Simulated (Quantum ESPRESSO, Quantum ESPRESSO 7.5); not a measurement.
# 1T-PtSe2, 2 layers, AA stacking, stepped through biaxial strain

Aim: how the results for 1T-PtSe2, 2 layers, AA stacking change with biaxial strain.

Main program and level: Quantum ESPRESSO 7.5; plane-wave DFT, PBE, GBRV ultrasoft pseudopotentials (geometry by pw.x at PBE-D3(BJ), GBRV ultrasoft).

## Step 1: The structure

The cell holds 6 atoms: 4 Se and 2 Pt. Its edges and angles: a = 3.750 Å, b = 3.750 Å, c = 22.735 Å, α = 90.0°, β = 90.0°, γ = 120.0°. It derives from PtSe2. Vacuum lies along c.

Set-up: Cell and atoms are first relaxed with a D3(BJ) correction; each strained cell is then held and the atoms relax in it. A periodic run with 15 Å of vacuum in the starting cell gives the vacuum levels, and bands follow along a path.

Members -2, -1, 0, 1 and 2 took the same steps and show in the table alone.

## Step 2: Relaxing cell and ions of the reference

What the set-up leaves free in this member is relaxed.

The input, ref.relax.in:

```
&control
  prefix = 'ref.relax'
  outdir = './out'
  pseudo_dir = './pseudo'
  nstep = 80
  forc_conv_thr = 0.0004
  calculation = 'vc-relax'
  etot_conv_thr = 1e-06
/
&system
  ibrav = 0
  nat = 6
  ntyp = 2
  ecutwfc = 50
  ecutrho = 250
  vdw_corr = 'grimme-d3'
  dftd3_version = 4
  occupations = 'smearing'
  smearing = 'fd'
  degauss = 0.004
/
&electrons
  conv_thr = 1e-09
  mixing_beta = 0.4
  electron_maxstep = 120
  mixing_mode = 'plain'
/
&ions
/
&cell
  cell_dofree = '2Dxy'
  press_conv_thr = 0.3
/
ATOMIC_SPECIES
  Se  78.9710  se_pbe_v1.uspp.F.UPF
  Pt  195.0840  pt_pbe_v1.4.uspp.F.UPF
CELL_PARAMETERS angstrom
  3.75000000000000 0.00000000000000 0.00000000000000
  -1.87500000000000 3.24759526419164 0.00000000000000
  0.00000000000000 0.00000000000000 22.73543559098793
ATOMIC_POSITIONS crystal
  Se  0.666666666700 0.333333333300 0.329881517774
  Pt  0.000000000000 0.000000000000 0.379753396991
  Se  0.333333333300 0.666666666700 0.429625276208
  Se  0.666666666700 0.333333333300 0.570374723792
  Pt  0.000000000000 0.000000000000 0.620246603009
  Se  0.333333333300 0.666666666700 0.670118482226
K_POINTS automatic
  12 12 1 0 0 0
```

On the command line:

```console
OMP_NUM_THREADS=1 mpirun -n 4 pw.x -nk 4 -in ref.relax.in > ref.relax.out
```

The log of the run:

```text
Program PWSCF v.7.5 starts
[citation notice left out]

     Parallel version (MPI & OpenMP), running on       4 processor cores
     Number of MPI processes:                 4
     Threads/MPI process:                     1

     MPI processes distributed on     1 nodes
[...]
Current dimensions of program PWSCF are:
     Max number of different atomic species (ntypx) = 10
     Max number of k-points (npk) =  40000
     Max angular momentum in pseudopotentials (lmaxx) =  4
     Message from routine setup:
     using ibrav=0 with symmetry is DISCOURAGED, use correct ibrav instead

     K-points division:     npool     =       4
     Subspace diagonalization in iterative solution of the eigenvalue problem:
     a serial algorithm will be used

     G-vector sticks info
     --------------------
     sticks:   dense  smooth     PW     G-vecs:    dense   smooth      PW
     Sum         859     685    199               124639    89113   14211

     Using Slab Decomposition

     bravais-lattice index     =            0
     lattice parameter (alat)  =       7.0865  a.u.
     unit-cell volume          =    1868.4998 (a.u.)^3
     number of atoms/cell      =            6
     number of atomic types    =            2
     number of electrons       =        56.00
     number of Kohn-Sham states=           34
     kinetic-energy cutoff     =      50.0000  Ry
     charge density cutoff     =     250.0000  Ry
     scf convergence threshold =      1.0E-09
     mixing beta               =       0.4000
     number of iterations used =            8  plain     mixing
     energy convergence thresh.=      1.0E-06
     force convergence thresh. =      4.0E-04
     press convergence thresh. =      3.0E-01
     Exchange-correlation=  SLA  PW   PBX  PBC
                           (   1   4   3   4   0   0   0)
     nstep                     =           80

     celldm(1)=   7.086473  celldm(2)=   0.000000  celldm(3)=   0.000000
     celldm(4)=   0.000000  celldm(5)=   0.000000  celldm(6)=   0.000000

     crystal axes: (cart. coord. in units of alat)
               a(1) = (   1.000000   0.000000   0.000000 )
               a(2) = (  -0.500000   0.866025   0.000000 )
               a(3) = (   0.000000   0.000000   6.062783 )

     reciprocal axes: (cart. coord. in units 2 pi/alat)
               b(1) = (  1.000000  0.577350 -0.000000 )
               b(2) = (  0.000000  1.154701  0.000000 )
               b(3) = (  0.000000 -0.000000  0.164941 )

     PseudoPot. # 1 for Se read from file:
     ./pseudo/se_pbe_v1.uspp.F.UPF
     Pseudo is Ultrasoft + core correction, Zval =  6.0
     Generated by new atomic code, or converted to UPF format
     Using radial grid of  877 points,  6 beta functions with:
                l(1) =   0
                l(2) =   0
                l(3) =   1
                l(4) =   1
                l(5) =   2
                l(6) =   2
     Q(r) pseudized with  8 coefficients,  rinner =    1.300   1.300   1.300
                                                       1.300   1.300

     PseudoPot. # 2 for Pt read from file:
     ./pseudo/pt_pbe_v1.4.uspp.F.UPF
     Pseudo is Ultrasoft + core correction, Zval = 16.0
     Generated by new atomic code, or converted to UPF format
     Using radial grid of  985 points,  6 beta functions with:
                l(1) =   0
                l(2) =   0
                l(3) =   1
                l(4) =   1
                l(5) =   2
                l(6) =   2
     Q(r) pseudized with  8 coefficients,  rinner =    1.300   1.300   1.300
                                                       1.300   1.300

     atomic species   valence    mass     pseudopotential
     Se                6.00    78.97100     Se( 1.00)
     Pt               16.00   195.08400     Pt( 1.00)

     12 Sym. Ops., with inversion, found

   Cartesian axes

     site n.     atom                  positions (alat units)
         1        Se     tau(   1) = (   0.5000000   0.2886751   2.0000000  )
         2        Pt     tau(   2) = (   0.0000000   0.0000000   2.3023624  )
         3        Se     tau(   3) = (  -0.0000000   0.5773503   2.6047247  )
         4        Se     tau(   4) = (   0.5000000   0.2886751   3.4580581  )
         5        Pt     tau(   5) = (   0.0000000   0.0000000   3.7604205  )
         6        Se     tau(   6) = (  -0.0000000   0.5773503   4.0627828  )

     --------------------------------------------
     DFT-D3 Dispersion Correction (3-body terms):
     --------------------------------------------
       Reference C6 values for interpolation:

         atom   Coordination number   C6
         Se         0.000           427.35
         Se         0.990           427.57
         Se         1.981           421.05
         Pt         0.000           782.29
         Pt         1.919           692.72
         Pt         6.667           673.75

       Values used:

         atom   Coordination number  R0_AB[au]  C6      C8
         Se         3.897            3.332    421.05  29958.36
         Pt         6.070            3.168    673.75  70061.90
         Se         3.969            3.332    421.05  29958.36
         Se         3.969            3.332    421.05  29958.36
         Pt         6.070            3.168    673.75  70061.90
         Se         3.897            3.332    421.05  29958.36

         Molecular C6 ( Ry / a.u.^6 ) =     17931.24

     number of k points=    19  Fermi-Dirac smearing, width (Ry)=  0.0040
                       cart. coord. in units 2pi/alat
        k(    1) = (   0.0000000   0.0000000   0.0000000), wk =   0.0138889
        k(    2) = (   0.0000000   0.0962250   0.0000000), wk =   0.0833333
        k(    3) = (   0.0000000   0.1924501   0.0000000), wk =   0.0833333
        k(    4) = (   0.0000000   0.2886751   0.0000000), wk =   0.0833333
        k(    5) = (   0.0000000   0.3849002   0.0000000), wk =   0.0833333
        k(    6) = (   0.0000000   0.4811252   0.0000000), wk =   0.0833333
        k(    7) = (   0.0000000  -0.5773503   0.0000000), wk =   0.0416667
        k(    8) = (   0.0833333   0.1443376   0.0000000), wk =   0.0833333
        k(    9) = (   0.0833333   0.2405626   0.0000000), wk =   0.1666667
        k(   10) = (   0.0833333   0.3367877   0.0000000), wk =   0.1666667
[...]
k(   19) = (   0.3333333   0.5773503   0.0000000), wk =   0.0277778

     Dense  grid:   124639 G-vectors     FFT dimensions: (  36,  36, 225)

     Smooth grid:    89113 G-vectors     FFT dimensions: (  32,  32, 200)

     Estimated max dynamical RAM per process >     229.85 MB

[...]
estimated scf accuracy    <       0.00079553 Ry

[...]
iteration #  9     ecut=    50.00 Ry     beta= 0.40
[...]
negative rho (up, down):  3.540E-01 0.000E+00

[...]
End of self-consistent calculation

[...]
the Fermi energy is     1.9288 ev

!    total energy              =    -596.11763359 Ry
     estimated scf accuracy    <          3.6E-10 Ry
     smearing contrib. (-TS)   =      -0.00003578 Ry
     internal energy E=F+TS    =    -596.11759781 Ry

     The total energy is F=E-TS. E is the sum of the following terms:
     one-electron contribution =   -2194.16732866 Ry
     hartree contribution      =    1109.25213187 Ry
     xc contribution           =    -232.52765225 Ry
     ewald contribution        =     721.47397168 Ry
     DFT-D3 Dispersion         =      -0.14872045 Ry

     convergence has been achieved in   9 iterations

     negative rho (up, down):  3.540E-01 0.000E+00

     Forces acting on atoms (cartesian axes, Ry/au):

     atom    1 type  1   force =     0.00000000    0.00000000   -0.02001334
     atom    2 type  2   force =     0.00000000    0.00000000    0.00275802
     atom    3 type  1   force =     0.00000000   -0.00000000    0.02424336
     atom    4 type  1   force =    -0.00000000    0.00000000   -0.02424336
     atom    5 type  2   force =    -0.00000000    0.00000000   -0.00275802
     atom    6 type  1   force =    -0.00000000   -0.00000000    0.02001334

     Total force =     0.044629     Total SCF correction =     0.000133

     Computing stress (Cartesian axis) and pressure

     negative rho (up, down):  3.540E-01 0.000E+00
          total   stress  (Ry/bohr**3)                   (kbar)     P=       -0.63
  -0.00004002  -0.00000000   0.00000000           -5.89       -0.00        0.00
   0.00000000  -0.00004002   0.00000000            0.00       -5.89        0.00
   0.00000000   0.00000000   0.00006709            0.00        0.00        9.87

     Energy error            =      1.4E-02 Ry
     Gradient error          =      2.4E-02 Ry/Bohr
     Cell gradient error     =      5.9E+00 kbar

     number of scf cycles    =   3
     number of bfgs steps    =   2

     enthalpy           old  =    -596.1040662101 Ry
     enthalpy           new  =    -596.1176335879 Ry

     CASE: enthalpy          _new < enthalpy          _old

     new trust radius        =       0.0664833207 bohr
     new conv_thr            =       0.0000000006 Ry

     new unit-cell volume =   1919.93752 a.u.^3 (   284.50539 Ang^3 )
     density =      4.12093 g/cm^3

CELL_PARAMETERS (angstrom)
   3.801266266  -0.000000000   0.000000000
  -1.900633133   3.291993153   0.000000000
   0.000000000   0.000000000  22.735435591

ATOMIC_POSITIONS (crystal)
Se               0.6666666667        0.3333333333        0.3245757376
Pt               0.0000000000        0.0000000000        0.3802102354
Se               0.3333333333        0.6666666667        0.4352551850
Se               0.6666666667        0.3333333333        0.5647448150
Pt              -0.0000000000       -0.0000000000        0.6197897646
Se               0.3333333333        0.6666666667        0.6754242624

[...]
NEW-OLD atomic charge density approx. for the potential
     New effective cutoffs (rho, wfc):  249.49   49.96

     negative rho (up, down):  3.538E-01 0.000E+00

     total cpu time spent up to now is      137.3 secs

     per-process dynamical memory:   134.7 Mb

[...]
!    total energy              =    -596.12127046 Ry
[...]
Total force =     0.015440     Total SCF correction =     0.000028
[...]
number of bfgs steps    =   3
[...]
new trust radius        =       0.0456562487 bohr
[...]
!    total energy              =    -596.12316017 Ry
[...]
Total force =     0.005458     Total SCF correction =     0.000022
[...]
number of bfgs steps    =   4
[...]
new trust radius        =       0.0502218736 bohr
[...]
!    total energy              =    -596.12529280 Ry
[...]
Total force =     0.009644     Total SCF correction =     0.000025
[...]
number of bfgs steps    =   5
[...]
new trust radius        =       0.0753328104 bohr
[...]
!    total energy              =    -596.12995122 Ry
[...]
Total force =     0.013881     Total SCF correction =     0.000066
[...]
number of bfgs steps    =  17
[...]
new trust radius        =       0.1224914314 bohr
[...]
Self-consistent Calculation

     iteration #  1     ecut=    50.00 Ry     beta= 0.40
     Davidson diagonalization with overlap
     ethr =  1.00E-06,  avg # of iterations = 12.6

     negative rho (up, down):  3.471E-01 0.000E+00

     total cpu time spent up to now is      795.4 secs

     total energy              =    -596.11716063 Ry
     estimated scf accuracy    <       0.03060408 Ry

[...]
iteration # 11     ecut=    50.00 Ry     beta= 0.40
[...]
negative rho (up, down):  3.473E-01 0.000E+00

[...]
End of self-consistent calculation

          k = 0.0000 0.0000 0.0000 ( 11023 PWs)   bands (ev):

   -51.4894 -51.4894 -51.4894 -51.4894 -51.4124 -51.4124 -13.1660 -12.6930
   -11.2985 -10.6756  -4.3935  -3.9622  -3.9622  -3.9206  -3.9206  -3.3595
    -1.6285  -1.6285  -1.6068  -1.6068  -0.2983   0.1184   0.2686   0.9370
     0.9370   1.2467   1.2467   1.9385   3.8891   3.8891   4.4171   4.4171
     5.8991   6.1288

          k =-0.0000 0.0964 0.0000 ( 11021 PWs)   bands (ev):

   -51.4901 -51.4901 -51.4895 -51.4895 -51.4123 -51.4123 -13.0918 -12.6198
   -11.2904 -10.6981  -4.3693  -3.9664  -3.9197  -3.9011  -3.8710  -3.2750
    -1.7518  -1.7033  -1.6966  -1.6575  -0.3754  -0.2247   0.2653   0.8819
     0.9381   1.1578   1.2553   2.1865   3.4703   3.7581   3.9326   4.3344
     6.1328   6.3880

          k =-0.0000 0.1929 0.0000 ( 11102 PWs)   bands (ev):

   -51.4921 -51.4921 -51.4900 -51.4900 -51.4120 -51.4120 -12.8778 -12.4105
   -11.2684 -10.7618  -4.3469  -3.9374  -3.8060  -3.7572  -3.7380  -3.1110
    -2.1853  -2.0469  -1.8372  -1.7650  -0.7900  -0.6930   0.4475   0.8467
     0.8540   1.1032   1.2014   1.8428   3.0341   3.3478   3.5304   4.1755
     6.5682   6.7324

          k =-0.0000 0.2893 0.0000 ( 11136 PWs)   bands (ev):

   -51.4949 -51.4949 -51.4907 -51.4907 -51.4116 -51.4116 -12.5521 -12.0988
   -11.2379 -10.8566  -4.3443  -3.8875  -3.6671  -3.5700  -3.4666  -3.2595
    -2.7507  -2.3701  -1.9208  -1.8192  -1.0542  -0.9468   0.3397   0.5344
     0.5624   0.8393   0.9385   1.4772   2.4316   3.4211   3.5360   4.1191
     6.5697   7.0445

          k =-0.0000 0.3857 0.0000 ( 11142 PWs)   bands (ev):

   -51.4977 -51.4977 -51.4914 -51.4914 -51.4112 -51.4112 -12.1692 -11.7494
   -11.2055 -10.9675  -4.4978  -4.1272  -3.7174  -3.5699  -3.4401  -3.1502
    -2.8146  -2.2227  -1.8271  -1.7052  -1.1729  -0.9777  -0.4377   0.0643
     0.0838   0.2740   0.4552   1.2271   2.6817   3.4432   3.6299   4.1939
     6.4253   6.6005

          k =-0.0000 0.4822 0.0000 ( 11166 PWs)   bands (ev):

   -51.4997 -51.4997 -51.4919 -51.4919 -51.4109 -51.4109 -11.8210 -11.4653
   -11.1823 -11.0725  -4.9098  -4.6433  -3.5754  -3.5381  -3.3847  -2.8216
    -2.5533  -2.1019  -1.5176  -1.3912  -1.2226  -0.9439  -0.8226  -0.6723
    -0.4774  -0.1977  -0.1184   0.7855   3.1242   3.5002   3.7570   4.2968
     6.2457   6.4778

[...]
the Fermi energy is     2.3074 ev

!    total energy              =    -596.13018451 Ry
     estimated scf accuracy    <          1.1E-10 Ry
     smearing contrib. (-TS)   =      -0.00034141 Ry
     internal energy E=F+TS    =    -596.129
[key lines of the parts left out:]
convergence has been achieved in  11 iterations
```

Wall time 18 min (4 MPI ranks of Arm Neoverse V2, shared host); peak memory 1 GiB; 71 min of CPU time.

Step by step (22 of 24):

```tsv
step	energy less that of the first step (eV)	largest force (eV/Å)	volume (Å³)
1	0.0000	2.1475	276.88
2	-0.3895	1.3256	281.39
3	-0.5741	0.6233	284.34
4	-0.6236	0.2438	284.51
5	-0.6493	0.0676	282.87
6	-0.6783	0.1582	279.63
8	-0.7126	0.1071	271.60
9	-0.7136	0.0576	271.38
10	-0.7140	0.0478	271.50
11	-0.7146	0.0745	271.67
12	-0.7153	0.0934	271.82
13	-0.7167	0.1130	272.00
14	-0.7188	0.1343	272.24
15	-0.7222	0.1582	272.57
16	-0.7271	0.1838	273.03
17	-0.7340	0.2066	273.69
19	-0.7449	0.1465	275.70
20	-0.7468	0.1125	275.52
21	-0.7487	0.0091	275.04
22	-0.7488	0.0033	274.87
23	-0.7488	0.0015	274.86
24	-0.7485	0.0023	274.86
```

```tsv
cell as run	before	after	change
a (Å)	3.750	3.736	-0.4 %
b (Å)	3.750	3.736	-0.4 %
```

The atoms that moved most (Å, along periodic axes as changes of fractional coordinates times the final cell, across vacuum about the mean position):

```tsv
atom	dx	dy	dz	length
Se3	0.000	0.000	0.409	0.409
Se4	0.000	0.000	-0.409	0.409
Pt5	0.000	0.000	-0.255	0.255
Pt2	0.000	0.000	0.255	0.255
Se1	0.000	0.000	0.070	0.070
Se6	0.000	0.000	-0.070	0.070
```

 The last row is no step: it is a fresh SCF in the final cell with a new plane-wave basis, +0 meV from the row before.

Numbers from this step:

```
free energy             : -8110.7679 eV
energy at zero smearing : -8110.7657 eV
Fermi energy            : 2.312 eV
```

(Part 1 of 6 ends here.)

[Logs are printed without paths, hosts, clocks, repeated set-up lines and the standing remarks that a program may print on its own settings, such as how far it seeks lower states.]

[Hosts, paths, dates, database ids (printed as entryN), source tags and the programs' standing remarks are cut or masked in the printed files.]

[Maps of the electrostatic potential energy from Ansatz leave out the sawtooth potential of an applied field or a dipole correction, so their vacuum need not be flat; planar profiles and work functions include it.]
